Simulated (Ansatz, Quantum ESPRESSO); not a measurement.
# Rb3SCl (Pm-3m): third-order response, part 3 of 3

Aim: Raman and infrared lines of Rb3SCl (Pm-3m).

Quantum ESPRESSO 8.0 development, patched; DFT LDA, scalar-relativistic, plane waves, PseudoDojo norm-conserving pseudopotentials.

So far. Step 6 (Zone-centre analysis): The rule moves no optical mode by more than 0.1 cm⁻¹. Step 9 (Modes along a direction of q (1 0 0)): The field moves 3 modes; the highest of them now lies at 238 cm⁻¹, where the highest that moved away lay at 210.

The structure was built from a prototype and need not be the compound's stable phase.

**10. A second program**

A second program on the same cell, potentials, cutoff and meshes tests the implementation of the phonon response, not its convergence. Its field response is summed in its own way. Its k mesh is centred on Γ.

This step: DFT LDA, scalar-relativistic, plane waves, PseudoDojo norm-conserving pseudopotentials (Ansatz 0.2.0).

The input, input.yaml:

```yaml
crystal:
  lattice:
    - [6.0710292712, 0.0, 0.0]
    - [0.0, 6.0710292712, 0.0]
    - [0.0, 0.0, 6.0710292712]
  atoms:
    - { symbol: Cl, position: [0.0, 0.0, 0.0] }
    - { symbol: S, position: [0.5, 0.5, 0.5] }
    - { symbol: Rb, position: [0.5, 0.5, 0.0] }
    - { symbol: Rb, position: [0.5, 0.0, 0.5] }
    - { symbol: Rb, position: [0.0, 0.5, 0.5] }
kpoints:
  mp_grid: { grid: [4, 4, 4] }
hamiltonian:
  xc: lda
  pseudopotentials: { kind: nc, accuracy: standard }
scf:
  occupations: { method: fixed }
output:
  eigenvalues: true
basis:
  ecutwfc: 653.073
phonons:
  method: dfpt
  dielectric: true
  rigid_motions: translations
  raman: true
```

The run is started by

```bash
ansatz run input.yaml --threads 4 --pin off --max-ram 8192MiB --backend cpu --events-out ev --progress --plain --runs-dir out
```

The log of the run:

```text
Warning: basis.ecutwfc = 653.073 eV is below the records' recommended 761.918815 eV, and the density's cutoff is lower with it unless basis.ecutrho_ratio is high enough to keep the records' density cutoff: compare with a run at a higher cutoff
Engine: ansatz 0.2.0, aarch64-unknown-linux-gnu
Pseudopotentials: kind: nc
Pseudopotential: Cl, nc, valence charge 7, recommended cutoff 761.918815 eV (normal), Cl.nc.azcp (PseudoDojo's, or run here from an input of PseudoDojo's; its table is named by hamiltonian.pseudopotentials.accuracy)
Pseudopotential: S, nc, valence charge 6, recommended cutoff 734.707429 eV (normal), S.nc.azcp (PseudoDojo's, or run here from an input of PseudoDojo's; its table is named by hamiltonian.pseudopotentials.accuracy)
Pseudopotential: Rb, nc, valence charge 9, recommended cutoff 571.439111 eV (normal), Rb.nc.azcp (PseudoDojo's, or run here from an input of PseudoDojo's; its table is named by hamiltonian.pseudopotentials.accuracy)
Functional definition: SPW92
  exchange = slater_x
  correlation = pw_c
Crystal: 5 atoms, lattice volume = 223.762 Å³
Basis set: ecut = 653.073 eV, 8409 PW (Γ), exchange–correlation on 108×108×108 points (8 copies of the dense FFT grid, shifted against one another)
Bands: 25, of which v1, the nominal top of the filled ones, is band 20 counted from 1 (19 counted from 0)
Symmetry: 48 space group operations
k-points: 30 of 64 (irreducible under 2 space group operations, time reversal used)
Non-local potential: Cl, projectors of the file, l = 0: 2, l = 1: 2, l = 2: 2
Non-local potential: S, projectors of the file, l = 0: 2, l = 1: 2, l = 2: 2
Non-local potential: Rb, projectors of the file, l = 0: 2, l = 1: 2, l = 2: 2
Initial density: superposition of atomic densities (chi_scale 0.1, normalization cell, long waves kept (reshape's long-wave potential 0.02 eV rms))
Initial wavefunctions: pseudopotential atomic-orbital guess
Functional: x = slater, c = lda
SCF iter   1: F=—  HF=-2969.889562 eV  |F-HF|=—  |Δ(HF+E_count)|=         —  Δρ=5.00e-2  dr2=1.60e1  ethr=3.10e-3  ⟨swp⟩=6.3  Hψ=3305  notcnv=0  defer=64
preconditioner: auto → Resta (q_TF=auto, 2.048 Å⁻¹)  ε∞=2.5  [insulator: Δε(μ)=0.088 eV  Ē_g=11.411 eV  n_scr=26 (ndim 8)  ℏωp=14.0 eV  f_vac=0.000  ε∞_Penn≈2.5]
SCF iter   2: F=—  HF=-2966.459296 eV  |F-HF|=—  |Δ(HF+E_count)|=    3.43e0  Δρ=1.85e-2  dr2=1.61e0  ethr=3.10e-3  ⟨swp⟩=5.0  Hψ=2195  notcnv=0  defer=56
SCF iter   3: F=—  HF=-2966.029681 eV  |F-HF|=—  |Δ(HF+E_count)|=   4.30e-1  Δρ=7.90e-3  dr2=4.38e-1  ethr=3.10e-3  ⟨swp⟩=2.0  Hψ=1491  notcnv=0  defer=44
SCF iter   4: F=—  HF=-2965.885983 eV  |F-HF|=—  |Δ(HF+E_count)|=   1.44e-1  Δρ=2.07e-3  dr2=3.07e-2  ethr=1.10e-3  ⟨swp⟩=3.4  Hψ=1436  notcnv=0  defer=81
SCF iter   5: F=—  HF=-2965.881394 eV  |F-HF|=—  |Δ(HF+E_count)|=   4.59e-3  Δρ=6.26e-4  dr2=2.18e-3  ethr=7.67e-5  ⟨swp⟩=3.5  Hψ=1263  notcnv=0  defer=81
SCF iter   6: F=—  HF=-2965.881530 eV  |F-HF|=—  |Δ(HF+E_count)|=   1.36e-4  Δρ=2.89e-4  dr2=2.63e-4  ethr=5.46e-6  ⟨swp⟩=2.8  Hψ=1115  notcnv=0  defer=79
SCF iter   7: F=—  HF=-2965.881569 eV  |F-HF|=—  |Δ(HF+E_count)|=   3.83e-5  Δρ=5.74e-5  dr2=1.13e-5  ethr=6.57e-7  ⟨swp⟩=2.0  Hψ=1182  notcnv=0  defer=79
SCF iter   8: F=—  HF=-2965.881572 eV  |F-HF|=—  |Δ(HF+E_count)|=   3.76e-6  Δρ=1.02e-5  dr2=5.96e-7  ethr=2.83e-8  ⟨swp⟩=2.0  Hψ=1059  notcnv=0  defer=76
SCF iter   9: F=—  HF=-2965.881692 eV  |F-HF|=—  |Δ(HF+E_count)|=   1.20e-4  Δρ=2.27e-6  dr2=4.15e-8  ethr=1.49e-9  ⟨swp⟩=2.0  Hψ=1131  notcnv=0  defer=75
SCF iter  10: F=—  HF=-2965.881692 eV  |F-HF|=—  |Δ(HF+E_count)|=   3.72e-9  Δρ=2.60e-7  dr2=2.58e-10  ethr=1.04e-10  ⟨swp⟩=2.0  Hψ=1081  notcnv=0  defer=75
SCF iter  11: F=-2965.881692 eV  HF=-2965.881692 eV  |F-HF|=9.09e-12  |Δ(HF+E_count)|=  1.75e-10  Δρ=6.25e-8  dr2=1.43e-11  ethr=1.00e-12  ⟨swp⟩=19.8  Hψ=7009  notcnv=0
SCF 1 converged in 11 iterations: F = -2965.881692 eV  dr2 = 1.43e-11
DFPT response loops at Γ: preconditioner auto → Resta (q_TF=auto, 2.048 Å⁻¹)  ε∞=7.5 (no band partly filled); β = 1.00, the filter's whole step (`scf.mixing.beta` (0.50) is not read by the response loops at its default; to damp them type it under 1.00, their step now; it binds the ground state too); Broyden in place of MSR1
── the response to a field inside a basis, on 8×8×8 k-points: an SCF that follows is theirs, and a resumed run solves both again ──
Bands: 21, of which v1, the nominal top of the filled ones, is band 20 counted from 1 (19 counted from 0)
k-points: 20 of 512
Initial density: handed on by an earlier stage of this run
Initial wavefunctions: pseudopotential atomic-orbital guess (no wavefunctions were taken with the density)
Eigensolver: Dense (20 Hₖ)
SCF iter   1: F=—  HF=-2965.876709 eV  |F-HF|=—  |Δ(HF+E_count)|=         —  Δρ=6.92e-5  dr2=1.36e-5  ethr=1.00e-1
preconditioner: auto → Resta (q_TF=auto, 2.048 Å⁻¹)  ε∞=3.0  [insulator: Δε(μ)=1.249 eV  Ē_g=10.157 eV  n_scr=26 (ndim 8)  ℏωp=14.5 eV  f_vac=0.149  ε∞_Penn≈3.0]
SCF iter   2: F=—  HF=-2965.876706 eV  |F-HF|=—  |Δ(HF+E_count)|=   2.52e-6  Δρ=3.10e-5  dr2=1.45e-6  ethr=3.41e-8
SCF iter   3: F=—  HF=-2965.876706 eV  |F-HF|=—  |Δ(HF+E_count)|=   1.81e-9  Δρ=1.20e-5  dr2=3.38e-7  ethr=3.63e-9
SCF iter   4: F=—  HF=-2965.876706 eV  |F-HF|=—  |Δ(HF+E_count)|=   3.42e-8  Δρ=1.87e-6  dr2=8.93e-9  ethr=8.46e-10
SCF iter   5: F=—  HF=-2965.876706 eV  |F-HF|=—  |Δ(HF+E_count)|=   5.67e-9  Δρ=2.26e-7  dr2=1.62e-10  ethr=2.23e-11
SCF iter   6: F=-2965.876706 eV  HF=-2965.876706 eV  |F-HF|=2.73e-12  |Δ(HF+E_count)|=  2.18e-10  Δρ=8.28e-8  dr2=1.96e-11  ethr=1.00e-12
SCF 1 converged in 6 iterations: F = -2965.876706 eV  dr2 = 1.96e-11
DFPT response loops at Γ: preconditioner auto → Resta (q_TF=auto, 2.048 Å⁻¹)  ε∞=6.9 (no band partly filled); β = 1.00, the filter's whole step (`scf.mixing.beta` (0.50) is not read by the response loops at its default; to damp them type it under 1.00, their step now; it binds the ground state too); Broyden in place of MSR1
DFPT response loops at Γ: mixed as the last ones told, above
WARN: field response: ε∞ stands inside a basis, on 8×8×8 points; the force constants stand on the 4×4×4 k-mesh, whose period is 13.33 times the interband length at k = (0.0000, 0.0000, 0.0000), direct gap 1.078 eV, under 14: take them and everything formed from them as unconverged, and compare with a denser kpoints.mp_grid
SCF converged after 11 iterations
Free energy (F): -2965.881692 eV
Harris-Foulkes:  -2965.881692 eV  (|F-HF|=9.09e-12)
Internal energy: -2965.881692 eV  (E = F + TS)
E sigma→0 (E₀):  -2965.881692 eV
Fermi energy:    2.271789 eV
--- Per-component energies (eV) ---
  E_band       = -327.191967
  E_kinetic    = 852.432029
  E_local      = -1882.105856  (includes V_loc(G=0)·N_el)
  E_nonlocal   = 5.338773
  E_hartree    = 658.208265
  E_xc         = -782.461443
  E_vxc        = -619.273358  (∫ρ·V_xc dr)
  E_ewald      = -1817.293461
  E_smearing   = -0.000000  (= −TS)
  E_closure    = 0.000000  (closes the sum)
  Σ components = -2965.881692   (vs F -2965.881692, Δ=0.00e0)
--- Band table (eV; the first three rows and the last of 30) ---
  k-point 0: bands = [... 16 lower, 0.0475, 2.2718, 2.2718, 2.2718, 3.3498, 5.4427, 5.4427, 6.1247, ... 1 higher]
  k-point 1: bands = [... 16 lower, 0.0379, 1.6941, 2.2123, 2.2123, 3.8625, 5.5176, 5.7967, 6.2734, ... 1 higher]
  k-point 2: bands = [... 16 lower, 0.0284, 1.2220, 2.1570, 2.1570, 4.7945, 4.9789, 6.3780, 6.4807, ... 1 higher]
  k-point 29: bands = [... 16 lower, -0.0065, 1.0309, 1.0309, 1.0309, 5.8592, 6.2753, 6.2753, 6.2753, ... 1 higher]
--- Phonons (Γ-DFPT): 4 representative perturbations + reference, on 30 of 64 k-points (Σ response iterations 13) ---
  k mesh reduced under 2 symmetry operations, with k and −k counted as one. Each operation leaves every solved perturbation unchanged. A smaller set is not considered because the run solves the response to a homogeneous field
  ASR residual: 4.016e-5 → 0.000e0 eV/Å²; symmetrization residual: 6.559e-6 eV/Å²
  ASR residual per site (eV/Å²): 2.45e-5 4.02e-5 1.49e-5 1.49e-5 1.49e-5
  Γ frequencies (cm⁻¹): -70.61 -70.61 -70.61 -35.95 -35.95 -35.95 0.00 0.00 0.00 63.80 63.80 63.80 209.81 209.81 209.81
  ε∞ (high-frequency dielectric tensor):
        2.779656     0.000000     0.000000
        0.000000     2.779656     0.000000
        0.000000     0.000000     2.779656
  softest optical mode at Γ: -70.61 cm⁻¹; the repairs (sum rule, projections) moved no ω² at Γ by more than (1.08 cm⁻¹)²
  Born effective charges Z* (e; rows j = field, columns β = displacement):
    site 0:
        -1.32427   -0.00000    0.00000
        -0.00000   -1.32427   -0.00000
        -0.00000    0.00000   -1.32427
    site 1:
        -2.10249    0.00000    0.00000
         0.00000   -2.10249   -0.00000
        -0.00000    0.00000   -2.10249
    site 2:
         0.99871   -0.00000    0.00000
         0.00000    0.99871   -0.00000
        -0.00000    0.00000    1.42935
    site 3:
         0.99871    0.00000    0.00000
        -0.00000    1.42935   -0.00000
         0.00000    0.00000    0.99871
    site 4:
         1.42935    0.00000    0.00000
         0.00000    0.99871    0.00000
        -0.00000    0.00000    0.99871
  Z* charge neutrality: 4.585e-4 e pre-enforcement
  solved inside a basis spanned on kpoints, on 8×8×8 k-points: ε∞ is read to err by 8.8e-3, Z* by 1.1e-2 e (field_mesh: kpoints solves on kpoints); Z* is corrected for what the basis lacks
  Raman tensors (in the event stream and the table raman_tensors.tsv): an entry may err by 9.7e-3 Å², one of the second-order susceptibility by 4.1e-19 pm/V (basis, points and sum rule); their sum over the sites missed zero by 9.868e-20 Å² ahead of its enforcement
  optical modes at Γ without the LO–TO term, one row a degenerate level:
      ω (cm⁻¹)  modes    IR ((D/Å)²/amu)  static Raman (Å⁴/amu)  depolarisation
        -70.61      3             6.0400                 0.0000               —
        -35.95      3             0.0000                 0.0000               —
         63.80      3             0.0840                 0.0000               —
        209.81      3            10.1128                 0.0000               —
  optical modes at Γ + LO–TO along q̂ = [1.0000, 0.0000, 0.0000]:
      ω (cm⁻¹)  modes    IR ((D/Å)²/amu)  static Raman (Å⁴/amu)  depolarisation
        -70.61      2             4.0267                 0.0000               —
        -35.95      3             0.0000                 0.0000               —
         19.05      1             1.1466                 0.0000               —
         63.80      2             0.0560                 0.0000               —
         65.17      1             0.0924                 0.0000               —
        209.81      2             6.7419                 0.0000               —
        238.86      1             4.1733                 0.0000               —
  optical modes at Γ + LO–TO along q̂ = [0.0000, 1.0000, 0.0000]:
      ω (cm⁻¹)  modes    IR ((D/Å)²/amu)  static Raman (Å⁴/amu)  depolarisation
        -70.61      2             4.0267                 0.0000               —
        -35.95      3             0.0000                 0.0000               —
         19.05      1             1.1466                 0.0000               —
         63.80      2             0.0560                 0.0000               —
         65.17      1             0.0924                 0.0000               —
        209.81      2             6.7419                 0.0000               —
        238.86      1             4.1733                 0.0000               —
  optical modes at Γ + LO–TO along q̂ = [0.0000, 0.0000, 1.0000]:
      ω (cm⁻¹)  modes    IR ((D/Å)²/amu)  static Raman (Å⁴/amu)  depolarisation
        -70.61      2             4.0267                 0.0000               —
        -35.95      3             0.0000                 0.0000               —
         19.05      1             1.1466                 0.0000               —
         63.80      2             0.0560                 0.0000               —
         65.17      1             0.0924                 0.0000               —
        209.81      2             6.7419                 0.0000               —
        238.86      1             4.1733                 0.0000               —
```

Wall time 6.3 min (4 threads of Arm Neoverse V1, shared host); peak memory 2 GiB; 24 min of CPU time.

Read from the output:

| Quantity | Value |
| --- | --- |
| sum-rule residual before enforcement | 4.02e-5 eV/Å² |
| miss of the charge sum rule | 4.58e-4 e |
| estimated error of the dielectric tensor | 0.008761 |
| estimated error of the Born charges | 0.01057 e |
| lowest optical zone-centre mode | -70.61 cm⁻¹ |
| mean high-frequency dielectric constant | 2.780 |
| largest Born charge in size (third of the trace) | 2.103 e |
| highest mode moved by the LO-TO term | 238.9 cm⁻¹ |

Transverse modes; imaginary modes left out. Lines of the infrared spectrum (strongest = 100):

```
position (cm⁻¹)  label  IR intensity ((D/Å)²/amu), degenerate modes summed, relative
             64    T1u                                                           0.8
            210    T1u                                                           100
```

The log warns that the force constants on this k mesh are to be taken as unconverged.

**11. The two compared: QE PseudoDojo and Ansatz, PseudoDojo**

Numbers from this step:

```yaml
root_mean_square_difference: 0.01 cm⁻¹
largest_difference: 0.01 cm⁻¹
```

The two runs side by side. Further quantities:

```
                                                                               quantity  QE PseudoDojo  Ansatz, PseudoDojo
                                                                                mean ε∞          2.902                2.78
largest Born charge in size (e; the first before, the second after the charge sum rule)          2.137               2.103
                                                       summed IR intensity ((D/Å)²/amu)          16.45               16.24
```

At the zone centre the largest difference (acoustic modes at Γ apart) is 0.005 % of the highest mode; ε∞ differs by 4.4 %.

**12. What came out**

| Item | Value |
| --- | --- |
| space group after relaxation | Pm-3m |
| volume per atom | 44.8 Å³ |
| gap on the k-mesh | 1.08 eV |
| highest optical zone-centre mode (no LO-TO term) | 209.8 cm⁻¹ |
| lowest optical zone-centre mode | -70.6 cm⁻¹ |
| highest mode moved by the LO-TO term (probably not converged in the k mesh) | 238 cm⁻¹ |
| mean high-frequency dielectric constant (probably not converged in the k mesh) | 2.90 |
| largest Born charge in size (third of the trace) (probably not converged in the k mesh) | 2.14 e |
| imaginary optical modes at the zone centre (no q mesh in this session) | yes |
| largest difference from Ansatz, PseudoDojo | 0.01 cm⁻¹ |

**Reading.** No mode is Raman active in this structure; the strongest infrared line lies at 210 cm⁻¹. At the LDA level the optical modes of Rb3SCl (Pm-3m) at the zone centre (no LO-TO term) run from 71i to 210 cm⁻¹, so the structure is a saddle point, with 6 modes beyond 10i cm⁻¹ there. Along the directions run, the highest mode that the macroscopic field moves lies at 238 cm⁻¹. The Born charges miss their sum rule by 0.052 e, a sign that the k mesh or the cutoff is short for the field response. ε∞, the Born charges and what follows from them are probably not converged in the k mesh. Of the 12 optical modes, 9 are infrared active alone and 3 are silent. QE PseudoDojo and Ansatz, PseudoDojo agree to 0.01 cm⁻¹ (0.005 % of the highest mode compared) on all solved modes but the acoustic ones at Γ, without the LO-TO term. The mean ε∞ is 2.902 against 2.78: the first is summed on the ground state's k mesh, while Ansatz refines the mesh of its field response. These are harmonic frequencies at zero temperature: anharmonic shifts and linewidths and thermal expansion are left out. The relaxation ran at 48 Ry, under the 56 Ry recommended for these files; the stress of so short a basis can leave the cell about one per cent too small. Ansatz warns that the cutoff lies 14 % under the one recommended for these files; agreement at one cutoff is not convergence. Ansatz's log warns that force constants on this k mesh are to be taken as unconverged, an error that the frequencies of both programs share. The build is a development version in which the Raman tensors of release 7.5 are mended; dynmat.x leaves out the electro-optic term of LO lines. The structure is a hypothetical one, built on a prototype.

[Host names and launcher messages were left out of these logs when they were recorded.]

[Logs are printed without paths, hosts, clocks, repeated set-up lines and the standing remarks that a program may print on its own settings, such as how far it seeks lower states.]

[Hosts, paths, dates, database ids (printed as entryN), source tags and the programs' standing remarks are cut or masked in the printed files.]
